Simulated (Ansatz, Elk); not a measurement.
# How far do independent atoms describe MgFe2Sn2?, part 2 of 2

The structure of MgFe2Sn2 used here is made up (a known structure type with other elements) and was relaxed beforehand with PBEsol. The aim is the Fourier transform of its all-electron density, F(hkl), set beside the sum over free spherical atoms that refinements use.

Elk 11.2.3 (patched build); all-electron DFT.

So far: The starting structure; Ground state and structure factors; The magnetisation density; The highest occupied states alone.

The structure was built from a prototype and need not be the compound's stable phase.

### Step 5. Another try

Level of this step: DFT, PBE, all-electron APW+lo, Dirac cores, scalar-relativistic bands, static density, ferromagnetic start (Elk).

In this try the input is made faulty on purpose, to show what that does.

The input is changed as shown.

Contents of elk.in:

```
tasks
  0
  195
  196

xctype
  20

spinpol
  .true.

rgkmax
  7.0

gmaxvr
  14.0

lmaxo
  7

lmaxapw
  8

swidth
  0.002

tshift
  .false.

ramdisk
  .false.

hmaxvr
  5.5

maxscl
  3

epspot
  1e-06

reducebf
  0.8

sppath
  './'

avec
  -3.57535204671 3.57535204671 12.13196080514
  3.57535204671 -3.57535204671 12.13196080514
  3.57535204671 3.57535204671 -12.13196080514

atoms
  3
  'Sn.in'
  2
  0.6127352142 0.6127352142 0.0000000000   0.000000 0.000000 0.000000
  0.3872647858 0.3872647858 -0.0000000000   0.000000 0.000000 0.000000
  'Fe.in'
  2
  0.2500000000 0.7500000000 0.5000000000   0.000000 0.000000 -0.110000
  0.7500000000 0.2500000000 0.5000000000   0.000000 0.000000 -0.110000
  'Mg.in'
  1
  -0.0000000000 -0.0000000000 -0.0000000000   0.000000 0.000000 0.000000

ngridk
  7 7 7
```

Run with:

```bash
$ OMP_NUM_THREADS=4 elk
```

Numbers of over 12 decimals in the logs are rounded to 6 here.

The log of the run:

```text
┌─────────────────────────┐
│ Elk code version 11.2.3 │
└─────────────────────────┘

All units are atomic (Hartree, Bohr, etc.)

┌─────────────────────────────────────────────────┐
│ Ground-state run starting from atomic densities │
└─────────────────────────────────────────────────┘

Lattice vectors :
  -3.575352047       3.575352047       12.13196081
   3.575352047      -3.575352047       12.13196081
   3.575352047       3.575352047      -12.13196081

Reciprocal lattice vectors :
 -0.1882253615E-16  0.8786806481      0.2589517642
[...]
total charge                :    164.0000000
 error                       :   0.9401384546E-03

Moments :
 interstitial                :  -0.2403357718
 muffin-tins
  species : 1 (Sn)
[...]
species : 2 (Fe)
[...]
atom 2                    :    1.265282578
  species : 3 (Mg)
   atom 1                    :   0.6202594692E-03
 total in muffin-tins        :    2.388586438
 total moment                :    2.148250666

┌──────────────────────────────┐
│ Self-consistent loop stopped │
└──────────────────────────────┘

Warning : core states of species 1 leak from the muffin-tin :   0.1165430928E-03

Wrote STATE.OUT
[key lines of the parts left out:]
total energy                :     -15108.065034418
```

The job ended after 91 s (4 threads of Arm Neoverse V1, shared host; peak memory 0.58 GiB).

No converged result was reached; the numbers in the log don't describe the system.

The fault put into the input: too few SCF loops.

### Step 6. Another functional

The difference from free atoms is small, so it is set against the change that PBEsol makes.

elk.in, as its differences from that of step 5:

```diff
@@ -6,3 +6,3 @@
 xctype
-  20
+  22
 
@@ -36,3 +36,3 @@
 maxscl
-  3
+  120
```

Run with:

```bash
$ OMP_NUM_THREADS=4 elk
```

The log of the run:

```text
┌─────────────────────────┐
│ Elk code version 11.2.3 │
└─────────────────────────┘

All units are atomic (Hartree, Bohr, etc.)

┌─────────────────────────────────────────────────┐
│ Ground-state run starting from atomic densities │
└─────────────────────────────────────────────────┘

Lattice vectors :
  -3.575352047       3.575352047       12.13196081
   3.575352047      -3.575352047       12.13196081
   3.575352047       3.575352047      -12.13196081

Reciprocal lattice vectors :
 -0.1882253615E-16  0.8786806481      0.2589517642
[...]
error                       :   0.9140723643E-03

Moments :
 interstitial                :  -0.4668722967E-01
 muffin-tins
  species : 1 (Sn)
[...]
species : 2 (Fe)
[...]
atom 2                    :    2.223025844
  species : 3 (Mg)
   atom 1                    :   0.1651120521E-01
 total in muffin-tins        :    4.337142330
 total moment                :    4.290455100

┌──────────────────────────────┐
│ Self-consistent loop stopped │
└──────────────────────────────┘

Warning : core states of species 1 leak from the muffin-tin :   0.1132508692E-03

Wrote STATE.OUT
[key lines of the parts left out:]
total energy                :     -15095.816629064
```

The job ended after 7.7 min (4 threads; peak memory 0.62 GiB).

Against the first run R = 0.02 %; the largest change is -0.045 at 220. The moment goes from 4.29 to 4.29 μB.

### Step 7. Basis size

The basis and the expansions that go with it are enlarged, to see whether the differences are converged.

elk.in, as its differences from that of step 6:

```diff
@@ -6,3 +6,3 @@
 xctype
-  22
+  20
 
@@ -12,12 +12,12 @@
 rgkmax
-  7.0
+  8.5
 
 gmaxvr
-  14.0
+  18.0
 
 lmaxo
-  7
+  9
 
 lmaxapw
-  8
+  10
```

Run with:

```bash
$ OMP_NUM_THREADS=4 elk
```

The log of the run:

```text
┌─────────────────────────┐
│ Elk code version 11.2.3 │
└─────────────────────────┘

All units are atomic (Hartree, Bohr, etc.)

┌─────────────────────────────────────────────────┐
│ Ground-state run starting from atomic densities │
└─────────────────────────────────────────────────┘

Lattice vectors :
  -3.575352047       3.575352047       12.13196081
   3.575352047      -3.575352047       12.13196081
   3.575352047       3.575352047      -12.13196081

Reciprocal lattice vectors :
 -0.1882253615E-16  0.8786806481      0.2589517642
[...]
error                       :   0.2582005151E-03

Moments :
 interstitial                :  -0.6744127511E-01
 muffin-tins
  species : 1 (Sn)
[...]
species : 2 (Fe)
[...]
atom 2                    :    2.234221430
  species : 3 (Mg)
   atom 1                    :   0.1785805095E-01
 total in muffin-tins        :    4.354267072
 total moment                :    4.286825797

RMS change in Kohn-Sham potential (target) :   0.8298074814E-05 (  0.1000000000E-05)
Absolute change in total energy (target)   :   0.2250314446E-03 (  0.1000000000E-03)

┌──────────────────┐
│ Loop number : 17 │
└──────────────────┘
[key lines of the parts left out:]
total energy                :     -15104.070801375
```

The job ended after 11 min (4 threads; peak memory 0.9 GiB).

The run was cut off at its time limit.

### Step 8. Settings against the effect

| run | R against the first run (%) | R against neutral atoms, low angle (%) | wall time |
| --- | --- | --- | --- |
| PBE, rgkmax 7 | 0.00 | 0.37 | 8 min |
| PBEsol | 0.02 | 0.40 | 7.7 min |

### Step 9. Outcome

| Quantity | Value |
| --- | --- |
| R against neutral atoms, sin θ/λ < 0.3 Å⁻¹ | 0.37 % |
| R against neutral atoms, 0.3 to 0.80 Å⁻¹ | 0.16 % |

In words: Independent neutral atoms miss the calculated amplitudes by R = 0.37 % below 0.3 Å⁻¹ and 0.16 % from there to 0.80 Å⁻¹; by shells, 0.42 % below 0.15 Å⁻¹ (2 forms), 0.37 % 0.15 to 0.3 (11 forms), 0.11 % 0.3 to 0.45 (23 forms), 0.18 % above 0.45 (113 forms). Bonding, aspherical density and the tables' own atoms all enter these figures, and the runs don't part them. The largest change of an amplitude is -0.47 electrons, at 200. The magnetic order is that of the start. No other order was tried here, and an antiferromagnetic one would change or move the magnetic intensity. The window's part falls from 26.0 electrons at the origin to at most 2.10 between 0.45 and 0.80 Å⁻¹, where compact states inside the window still scatter. Below 0.3 Å⁻¹ the changes that finished (PBEsol) move F by R = 0.02 % at most, against the 0.37 % that separates it from free atoms. The magnetic factors move by R = 0.6 % (PBEsol). The basis has no finished test. The k-mesh has no finished test. Part of the difference isn't bonding: the tables are fits to free atoms and ions calculated by other methods than this functional. Thermal motion, anomalous dispersion and extinction are left out.

[Logs are printed without paths, hosts, clocks, repeated set-up lines and the standing remarks that a program may print on its own settings, such as how far it seeks lower states.]

[Hosts, paths, dates, database ids (printed as entryN), source tags and the programs' standing remarks are cut or masked in the printed files.]
